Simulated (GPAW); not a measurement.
**Screening of a field by 1T-IrSeTe monolayer**

Wanted: the out-of-plane polarisability of 1T-IrSeTe monolayer.

Method: GPAW, PAW setups; layer in a repeated cell with vacuum, relaxation of atoms and in-plane cell, in the first sound run; inputs show where later runs differ, in GPAW 26.7.0.

**1. Starting point**

The cell holds 3 atoms: 1 Te, 1 Ir and 1 Se. Cell: a = 3.685 Å, b = 3.685 Å, c = 20.903 Å, α = 90.0°, β = 90.0°, γ = 120.0°. Vacuum lies along c.

**2. Relaxation**

The atoms are relaxed first, since the surface dipole, and with it the work function, follows the positions of the outer layers.

The input, run.py:

```python
import json
import numpy as np
from ase import Atoms
from ase.filters import FrechetCellFilter
from ase.optimize import BFGS
from gpaw import GPAW, PW

slab = Atoms(
    ['Te', 'Ir', 'Se'],
    positions=[
        [1.84265, 1.06386, 9.00000],
        [0.00000, 0.00000, 10.61133],
        [-0.00000, 2.12771, 11.90283]],
    cell=[[3.68531, 0.0, 0.0], [-1.84265, 3.19157, 0.0], [0.0, 0.0, 20.9028]],
    pbc=[True, True, True])

slab.calc = GPAW(mode=PW(600), xc='PBE', kpts={'size': (9, 9, 1), 'gamma': True},
                 occupations={'name': 'fermi-dirac', 'width': 0.05}, nbands='160%',
                 convergence={'density': 1e-05}, maxiter=200,
                 symmetry={'tolerance': 1e-3}, txt='slab.txt')
result = {}
# The in-plane cell is free; stress needs a cell that repeats along all three vectors
path = []
opt = BFGS(FrechetCellFilter(slab, mask=[1, 1, 0, 0, 0, 1]), maxstep=0.2)
opt.attach(lambda: path.append((slab.get_potential_energy(), slab.positions.tolist(), slab.get_forces().tolist())))
result['relaxed'] = bool(opt.run(fmax=0.02, steps=45))
result['path'] = path
result['cell'] = slab.cell.tolist()
print('in-plane lattice', slab.cell.cellpar().round(4)[[0, 1, 5]])
energy = slab.get_potential_energy()
fermi = slab.calc.get_fermi_level()
v = slab.calc.get_electrostatic_potential().mean((0, 1)) - fermi
n = slab.calc.get_pseudo_density().mean((0, 1))
L = slab.cell[2, 2]
z = np.arange(len(v)) * L / len(v)
low, high = slab.positions[:, 2].min(), slab.positions[:, 2].max()
below, above = np.interp([low - 6.8, high + 6.8], z, v)
slopes = [np.interp(x, z, np.gradient(v, z)) for x in (low - 6.8, high + 6.8)]
eps = np.array([[slab.calc.get_eigenvalues(k, s) for k in range(len(slab.calc.get_ibz_k_points()))]
                for s in range(slab.calc.get_number_of_spins())]) - fermi
top, bottom = eps[eps < 0].max(), eps[eps > 0].min()
dipole = slab.get_dipole_moment()[2]
print(f'energy {energy:.4f} eV, Fermi level {fermi:.4f} eV, dipole {dipole:.5f} e A')
print(f'potential 6.8 A off the faces, from the Fermi level: lower {below:.4f} eV, upper {above:.4f} eV')
print(f'slope of the potential there: lower {slopes[0]:.5f}, upper {slopes[1]:.5f} eV/A')
print(f'nearest levels on the mesh: {top:.4f} and {bottom:.4f} eV')
print('magnetic moment', round(slab.get_magnetic_moment(), 3))
result.update(energy=energy, fermi=fermi, dipole=dipole, below=below, above=above, slopes=slopes, edges=[top, bottom],
              z=z.tolist(), v=v.tolist(), n=n.tolist(), positions=slab.positions.tolist(),
              forces=slab.get_forces(apply_constraint=False).tolist(), moments=slab.get_magnetic_moments().tolist())
json.dump(result, open('result.json', 'w'))
```

Started as:

```bash
> OMP_NUM_THREADS=1 OPENBLAS_NUM_THREADS=1 python run.py
```

The log of the run:

```text
Step          Energy          fmax
BFGS:    0      -16.537678        0.397202
BFGS:    1      -16.543032        0.320701
BFGS:    2      -16.554713        0.233770
BFGS:    3      -16.556432        0.255869
BFGS:    4      -16.565136        0.281056
BFGS:    5      -16.571675        0.281049
BFGS:    6      -16.576054        0.210722
BFGS:    7      -16.577302        0.125821
BFGS:    8      -16.578276        0.046909
BFGS:    9      -16.578435        0.015031
in-plane lattice [  3.812   3.812 120.   ]
energy -16.5646 eV, Fermi level -1.6007 eV, dipole -0.01475 e A
potential 6.8 A off the faces, from the Fermi level: lower 4.8977 eV, upper 4.9437 eV
slope of the potential there: lower -0.00999, upper -0.01006 eV/A
nearest levels on the mesh: -0.0105 and 0.0390 eV
magnetic moment 0.0
```

Run time: 5.3 min. Hardware: 1 thread of Intel Xeon Platinum 8488C (Sapphire Rapids), shared host; peak memory 0.4 GiB.

This step gave:

| Quantity | Value |
| --- | --- |
| dipole along the normal | -0.01475 e·Å |
| levels nearest the Fermi level on the mesh | -0.01050, 0.03896 eV from the Fermi level |

The electrostatic potential energy of an electron (without an applied field's), less the Fermi level, planar mean by z:

| z (Å) | electrostatic potential energy of an electron (without an applied field's), less the Fermi level, planar mean (eV) |
| --- | --- |
| 0 | 4.92 |
| 1 | 4.91 |
| 2 | 4.90 |
| 3 | 4.89 |
| 4 | 4.88 |
| 5 | 4.87 |
| 6 | 4.85 |
| 7 | 4.66 |
| 8 | 2.02 |
| 9 | -16.9 |
| 10 | -6.79 |
| 11 | -11.3 |
| 12 | -11.8 |
| 13 | 3.85 |
| 14 | 4.93 |
| 15 | 4.98 |
| 16 | 4.97 |
| 17 | 4.96 |
| 18 | 4.95 |
| 19 | 4.94 |
| 20 | 4.93 |

The pseudo valence density, planar mean oscillates, so the rows of the table below give means over windows of 1 Å about each position, cut where the curve ends. Its maxima inside the range that stand out by 2 % of the span (Å: e/Å³): 8.5: 0.255, 10.6: 1.26, 12.2: 0.307. Its minima: 9.1: 0.101, 11.8: 0.213.

The pseudo valence density, planar mean by z; means over each step:

| z (Å) | pseudo valence density, planar mean (e/Å³) |
| --- | --- |
| 5 | 5.0e-5 |
| 6 | 7.1e-4 |
| 7 | 0.0105 |
| 8 | 0.121 |
| 9 | 0.199 |
| 10 | 0.606 |
| 11 | 0.848 |
| 12 | 0.279 |
| 13 | 0.0765 |
| 14 | 0.00420 |
| 15 | 2.1e-4 |
| 16 | 1.1e-5 |

The relaxation lowered the energy of the cell by 0.0397 eV (energies extrapolated to zero smearing; the optimiser's log prints free energies). The largest force left on a free atom is 0.014 eV/Å.

**3. The slab's potential**

The work function is the vacuum plateau of the electrostatic potential less the Fermi level; a dipole layer lets the two faces have plateaus of their own.

This step: GPAW, PAW setups; slab in vacuum (GPAW 26.7.0).

The cell differs from the one that the last finished run ended in (c 20.903 → 20.707 Å).

Changes to run.py since step 2:

```diff
@@ -3,4 +3,2 @@
 from ase import Atoms
-from ase.filters import FrechetCellFilter
-from ase.optimize import BFGS
 from gpaw import GPAW, PW
@@ -10,21 +8,14 @@
     positions=[
-        [1.84265, 1.06386, 9.00000],
-        [0.00000, 0.00000, 10.61133],
-        [-0.00000, 2.12771, 11.90283]],
-    cell=[[3.68531, 0.0, 0.0], [-1.84265, 3.19157, 0.0], [0.0, 0.0, 20.9028]],
-    pbc=[True, True, True])
+        [1.90601, 1.10044, 9.00000],
+        [0.00000, -0.00000, 10.52787],
+        [-0.00000, 2.20087, 11.70738]],
+    cell=[[3.81203, -0.0, 0.0], [-1.90601, 3.30131, 0.0], [0.0, 0.0, 20.7074]],
+    pbc=[True, True, False])
 
-slab.calc = GPAW(mode=PW(600), xc='PBE', kpts={'size': (9, 9, 1), 'gamma': True},
+slab.calc = GPAW(mode=PW(400), xc='PBE', kpts={'size': (9, 9, 1), 'gamma': True},
                  occupations={'name': 'fermi-dirac', 'width': 0.05}, nbands='160%',
                  convergence={'density': 1e-05}, maxiter=200,
+                 poissonsolver={'dipolelayer': 'xy'},
                  symmetry={'tolerance': 1e-3}, txt='slab.txt')
 result = {}
-# The in-plane cell is free; stress needs a cell that repeats along all three vectors
-path = []
-opt = BFGS(FrechetCellFilter(slab, mask=[1, 1, 0, 0, 0, 1]), maxstep=0.2)
-opt.attach(lambda: path.append((slab.get_potential_energy(), slab.positions.tolist(), slab.get_forces().tolist())))
-result['relaxed'] = bool(opt.run(fmax=0.02, steps=45))
-result['path'] = path
-result['cell'] = slab.cell.tolist()
-print('in-plane lattice', slab.cell.cellpar().round(4)[[0, 1, 5]])
 energy = slab.get_potential_energy()
```

The log of the run:

```text
energy -16.5015 eV, Fermi level -1.5701 eV, dipole -0.01122 e A
potential 6.8 A off the faces, from the Fermi level: lower 4.8429 eV, upper 5.0016 eV
slope of the potential there: lower 0.00002, upper -0.00004 eV/A
nearest levels on the mesh: -0.0106 and 0.0390 eV
magnetic moment 0.0
```

Run time: 20 s. Hardware: 1 thread; peak memory 0.21 GiB.

Numbers from this step:

| Item | Value |
| --- | --- |
| dipole along the normal | -0.01122 e·Å |
| levels nearest the Fermi level on the mesh | -0.01061, 0.03900 eV from the Fermi level |
| upper work function | 5.002 eV |
| lower work function | 4.843 eV |

The electrostatic potential energy of an electron (without an applied field's), less the Fermi level, planar mean by z:

z (Å), electrostatic potential energy of an electron (without an applied field's), less the Fermi level, planar mean (eV) and a bar from the least value:
```
      0.0        4.9 ##############################
      0.5        4.8 ##############################
      1.0        4.8 ##############################
      1.5        4.8 ##############################
      2.0        4.8 ##############################
      2.5        4.8 ##############################
      3.0        4.8 ##############################
      3.5        4.8 ##############################
      4.0        4.8 ##############################
      4.5        4.8 ##############################
      5.0        4.8 ##############################
      5.5        4.8 ##############################
      6.0        4.8 ##############################
      6.5        4.8 ##############################
      7.0        4.6 #############################
      7.5        3.9 #############################
      8.0        1.2 #########################
      8.5       -7.4 #############
      9.0      -17.4 
      9.5       -9.2 ###########
     10.0       -7.8 #############
     10.5      -14.5 ####
     11.0      -10.2 ##########
     11.5      -13.5 #####
     12.0       -9.2 ###########
     12.5        1.2 #########################
     13.0        4.1 #############################
     13.5        4.8 ##############################
     14.0        5.0 ##############################
     14.5        5.0 ##############################
     15.0        5.0 ##############################
     15.5        5.0 ##############################
     16.0        5.0 ##############################
     16.5        5.0 ##############################
     17.0        5.0 ##############################
     17.5        5.0 ##############################
     18.0        5.0 ##############################
     18.5        5.0 ##############################
     19.0        5.0 ##############################
     19.5        5.0 ##############################
     20.0        5.0 ##############################
     20.5        5.0 ##############################
```

The pseudo valence density, planar mean by z:

z (Å), pseudo valence density, planar mean (e/Å³) and a bar:
```
      5.0       0.00 
      5.5       0.00 
      6.0       0.00 
      6.5       0.00 
      7.0       0.01 
      7.5       0.04 #
      8.0       0.13 ###
      8.5       0.24 ######
      9.0       0.12 ###
      9.5       0.38 #########
     10.0       0.58 ##############
     10.5       1.21 ##############################
     11.0       0.69 #################
     11.5       0.37 #########
     12.0       0.28 #######
     12.5       0.17 ####
     13.0       0.04 #
     13.5       0.01 
     14.0       0.00 
     14.5       0.00 
     15.0       0.00
```

The potential is flat to 3.5e-5 eV/Å where it is read, so the vacuum is wide enough.

**4. In a field**

A uniform field along the normal polarises the slab; the atoms stay fixed, so this is the electronic response alone.

Changes to run.py since step 3:

```diff
@@ -4,2 +4,3 @@
 from gpaw import GPAW, PW
+from gpaw.external import ConstantElectricField
 
@@ -18,2 +19,3 @@
                  poissonsolver={'dipolelayer': 'xy'},
+                 external=ConstantElectricField(-0.2, [0, 0, 1]),
                  symmetry={'tolerance': 1e-3}, txt='slab.txt')
```

The log of the run:

```text
energy -16.5105 eV, Fermi level -1.5564 eV, dipole -0.08300 e A
potential 6.8 A off the faces, from the Fermi level: lower 4.3055 eV, upper 5.4991 eV
slope of the potential there: lower 0.00002, upper -0.00004 eV/A
nearest levels on the mesh: -0.0102 and 0.0416 eV
magnetic moment 0.0
```

It took 63 s on 1 thread; peak memory 0.31 GiB.

Numbers from this step:

| Quantity | Value |
| --- | --- |
| dipole along the normal | -0.08300 e·Å |
| levels nearest the Fermi level on the mesh | -0.01015, 0.04157 eV from the Fermi level |
| potential below the slab, the applied field's own ramp left out | 4.306 eV from the Fermi level |
| potential above the slab, the applied field's own ramp left out | 5.499 eV from the Fermi level |

Electrostatic potential energy of an electron (without an applied field's), less the Fermi level, planar mean against z:

| z (Å) | electrostatic potential energy of an electron (without an applied field's), less the Fermi level, planar mean (eV) |
| --- | --- |
| 0 | 4.90 |
| 1 | 4.31 |
| 2 | 4.31 |
| 3 | 4.31 |
| 4 | 4.31 |
| 5 | 4.30 |
| 6 | 4.29 |
| 7 | 4.08 |
| 8 | 0.787 |
| 9 | -17.7 |
| 10 | -7.85 |
| 11 | -10.1 |
| 12 | -8.90 |
| 13 | 4.59 |
| 14 | 5.45 |
| 15 | 5.50 |
| 16 | 5.50 |
| 17 | 5.50 |
| 18 | 5.50 |
| 19 | 5.50 |
| 20 | 5.50 |

The dipole is now -0.0830 e Å, against -0.011 in the run without a field.

**5. Field on**

Changes to run.py since step 4:

```diff
@@ -19,3 +19,3 @@
                  poissonsolver={'dipolelayer': 'xy'},
-                 external=ConstantElectricField(-0.2, [0, 0, 1]),
+                 external=ConstantElectricField(-0.1, [0, 0, 1]),
                  symmetry={'tolerance': 1e-3}, txt='slab.txt')
```

The log of the run:

```text
energy -16.5042 eV, Fermi level -1.5625 eV, dipole -0.04702 e A
potential 6.8 A off the faces, from the Fermi level: lower 4.5732 eV, upper 5.2493 eV
slope of the potential there: lower 0.00002, upper -0.00004 eV/A
nearest levels on the mesh: -0.0104 and 0.0403 eV
magnetic moment 0.0
```

Run time: 63 s. Hardware: 1 thread; peak memory 0.31 GiB.

This step gave:

```yaml
dipole_along_the_normal: -0.04702 e·Å
levels_nearest_the_fermi_level_on_the_mesh: -0.01041, 0.04027 eV from the Fermi level
potential_below_the_slab_the_applied_field_s_own_ramp_left_out: 4.573 eV from the Fermi level
potential_above_the_slab_the_applied_field_s_own_ramp_left_out: 5.249 eV from the Fermi level
```

The electrostatic potential energy of an electron (without an applied field's), less the Fermi level, planar mean by z:

| z (Å) | electrostatic potential energy of an electron (without an applied field's), less the Fermi level, planar mean (eV) |
| --- | --- |
| 0.0 | 4.91 |
| 0.5 | 4.57 |
| 1.0 | 4.57 |
| 1.5 | 4.57 |
| 2.0 | 4.57 |
| 2.5 | 4.57 |
| 3.0 | 4.57 |
| 3.5 | 4.57 |
| 4.0 | 4.57 |
| 4.5 | 4.57 |
| 5.0 | 4.57 |
| 5.5 | 4.57 |
| 6.0 | 4.56 |
| 6.5 | 4.51 |
| 7.0 | 4.34 |
| 7.5 | 3.64 |
| 8.0 | 1.00 |
| 8.5 | -7.60 |
| 9.0 | -17.5 |
| 9.5 | -9.30 |
| 10.0 | -7.81 |
| 10.5 | -14.5 |
| 11.0 | -10.2 |
| 11.5 | -13.4 |
| 12.0 | -9.06 |
| 12.5 | 1.37 |
| 13.0 | 4.36 |
| 13.5 | 5.05 |
| 14.0 | 5.20 |
| 14.5 | 5.24 |
| 15.0 | 5.25 |
| 15.5 | 5.25 |
| 16.0 | 5.25 |
| 16.5 | 5.25 |
| 17.0 | 5.25 |
| 17.5 | 5.25 |
| 18.0 | 5.25 |
| 18.5 | 5.25 |
| 19.0 | 5.25 |
| 19.5 | 5.25 |
| 20.0 | 5.25 |
| 20.5 | 5.11 |

The dipole is now -0.0470 e Å, against -0.011 in the run without a field.

**6. Field on**

Changes to run.py since step 5:

```diff
@@ -19,3 +19,3 @@
                  poissonsolver={'dipolelayer': 'xy'},
-                 external=ConstantElectricField(-0.1, [0, 0, 1]),
+                 external=ConstantElectricField(-0.05, [0, 0, 1]),
                  symmetry={'tolerance': 1e-3}, txt='slab.txt')
```

The log of the run:

```text
energy -16.5024 eV, Fermi level -1.5661 eV, dipole -0.02903 e A
potential 6.8 A off the faces, from the Fermi level: lower 4.7077 eV, upper 5.1252 eV
slope of the potential there: lower 0.00002, upper -0.00004 eV/A
nearest levels on the mesh: -0.0105 and 0.0396 eV
magnetic moment 0.0
```

Run time: 60 s. Hardware: 1 thread; peak memory 0.31 GiB.

**7. Field on**

Changes to run.py since step 6:

```diff
@@ -19,3 +19,3 @@
                  poissonsolver={'dipolelayer': 'xy'},
-                 external=ConstantElectricField(-0.05, [0, 0, 1]),
+                 external=ConstantElectricField(0.05, [0, 0, 1]),
                  symmetry={'tolerance': 1e-3}, txt='slab.txt')
```

The log of the run:

```text
energy -16.5014 eV, Fermi level -1.5743 eV, dipole 0.00697 e A
potential 6.8 A off the faces, from the Fermi level: lower 4.9784 eV, upper 4.8783 eV
slope of the potential there: lower 0.00002, upper -0.00004 eV/A
nearest levels on the mesh: -0.0107 and 0.0384 eV
magnetic moment 0.0
```

The job ended after 59 s (1 thread; peak memory 0.31 GiB).

Electrostatic potential energy of an electron (without an applied field's), less the Fermi level, planar mean against z:

| z (Å) | electrostatic potential energy of an electron (without an applied field's), less the Fermi level, planar mean (eV) |
| --- | --- |
| 0.0 | 4.93 |
| 0.5 | 4.98 |
| 1.0 | 4.98 |
| 1.5 | 4.98 |
| 2.0 | 4.98 |
| 2.5 | 4.98 |
| 3.0 | 4.98 |
| 3.5 | 4.98 |
| 4.0 | 4.98 |
| 4.5 | 4.98 |
| 5.0 | 4.98 |
| 5.5 | 4.97 |
| 6.0 | 4.96 |
| 6.5 | 4.91 |
| 7.0 | 4.73 |
| 7.5 | 4.01 |
| 8.0 | 1.33 |
| 8.5 | -7.34 |
| 9.0 | -17.3 |
| 9.5 | -9.18 |
| 10.0 | -7.76 |
| 10.5 | -14.5 |
| 11.0 | -10.3 |
| 11.5 | -13.6 |
| 12.0 | -9.30 |
| 12.5 | 1.07 |
| 13.0 | 4.02 |
| 13.5 | 4.69 |
| 14.0 | 4.84 |
| 14.5 | 4.87 |
| 15.0 | 4.88 |
| 15.5 | 4.88 |
| 16.0 | 4.88 |
| 16.5 | 4.88 |
| 17.0 | 4.88 |
| 17.5 | 4.88 |
| 18.0 | 4.88 |
| 18.5 | 4.88 |
| 19.0 | 4.88 |
| 19.5 | 4.88 |
| 20.0 | 4.88 |
| 20.5 | 4.90 |

**8. In a field**

Changes to run.py since step 7:

```diff
@@ -19,3 +19,3 @@
                  poissonsolver={'dipolelayer': 'xy'},
-                 external=ConstantElectricField(0.05, [0, 0, 1]),
+                 external=ConstantElectricField(0.1, [0, 0, 1]),
                  symmetry={'tolerance': 1e-3}, txt='slab.txt')
```

The log of the run:

```text
energy -16.5023 eV, Fermi level -1.5790 eV, dipole 0.02498 e A
potential 6.8 A off the faces, from the Fermi level: lower 5.1146 eV, upper 4.7555 eV
slope of the potential there: lower 0.00002, upper -0.00004 eV/A
nearest levels on the mesh: -0.0107 and 0.0378 eV
magnetic moment 0.0
```

It took 64 s on 1 thread; peak memory 0.31 GiB.

Electrostatic potential energy of an electron (without an applied field's), less the Fermi level, planar mean against z:

| z (Å) | electrostatic potential energy of an electron (without an applied field's), less the Fermi level, planar mean (eV) |
| --- | --- |
| 0.0 | 4.94 |
| 0.5 | 5.11 |
| 1.0 | 5.11 |
| 1.5 | 5.11 |
| 2.0 | 5.11 |
| 2.5 | 5.11 |
| 3.0 | 5.11 |
| 3.5 | 5.11 |
| 4.0 | 5.11 |
| 4.5 | 5.11 |
| 5.0 | 5.11 |
| 5.5 | 5.11 |
| 6.0 | 5.10 |
| 6.5 | 5.04 |
| 7.0 | 4.86 |
| 7.5 | 4.13 |
| 8.0 | 1.44 |
| 8.5 | -7.25 |
| 9.0 | -17.3 |
| 9.5 | -9.14 |
| 10.0 | -7.75 |
| 10.5 | -14.6 |
| 11.0 | -10.3 |
| 11.5 | -13.6 |
| 12.0 | -9.38 |
| 12.5 | 0.969 |
| 13.0 | 3.91 |
| 13.5 | 4.57 |
| 14.0 | 4.72 |
| 14.5 | 4.75 |
| 15.0 | 4.75 |
| 15.5 | 4.76 |
| 16.0 | 4.76 |
| 16.5 | 4.76 |
| 17.0 | 4.76 |
| 17.5 | 4.76 |
| 18.0 | 4.76 |
| 18.5 | 4.76 |
| 19.0 | 4.76 |
| 19.5 | 4.76 |
| 20.0 | 4.76 |
| 20.5 | 4.83 |

The dipole is now 0.0250 e Å, against -0.011 in the run without a field.

**9. Field on**

Changes to run.py since step 8:

```diff
@@ -19,3 +19,3 @@
                  poissonsolver={'dipolelayer': 'xy'},
-                 external=ConstantElectricField(0.1, [0, 0, 1]),
+                 external=ConstantElectricField(0.2, [0, 0, 1]),
                  symmetry={'tolerance': 1e-3}, txt='slab.txt')
```

The log of the run:

```text
energy -16.5068 eV, Fermi level -1.5893 eV, dipole 0.06105 e A
potential 6.8 A off the faces, from the Fermi level: lower 5.3888 eV, upper 4.5110 eV
slope of the potential there: lower 0.00002, upper -0.00004 eV/A
nearest levels on the mesh: -0.0108 and 0.0366 eV
magnetic moment 0.0
```

It took 63 s on 1 thread; peak memory 0.31 GiB.

Electrostatic potential energy of an electron (without an applied field's), less the Fermi level, planar mean against z:

| z (Å) | electrostatic potential energy of an electron (without an applied field's), less the Fermi level, planar mean (eV) |
| --- | --- |
| 0 | 4.95 |
| 1 | 5.39 |
| 2 | 5.39 |
| 3 | 5.39 |
| 4 | 5.39 |
| 5 | 5.39 |
| 6 | 5.37 |
| 7 | 5.12 |
| 8 | 1.65 |
| 9 | -17.1 |
| 10 | -7.72 |
| 11 | -10.4 |
| 12 | -9.54 |
| 13 | 3.68 |
| 14 | 4.47 |
| 15 | 4.51 |
| 16 | 4.51 |
| 17 | 4.51 |
| 18 | 4.51 |
| 19 | 4.51 |
| 20 | 4.51 |

The dipole is now 0.0610 e Å, against -0.011 in the run without a field.

[end of part 1 of 2]

[Logs are printed without paths, hosts, clocks, repeated set-up lines and the standing remarks that a program may print on its own settings, such as how far it seeks lower states.]

[Hosts, paths, dates, database ids (printed as entryN), source tags and the programs' standing remarks are cut or masked in the printed files.]
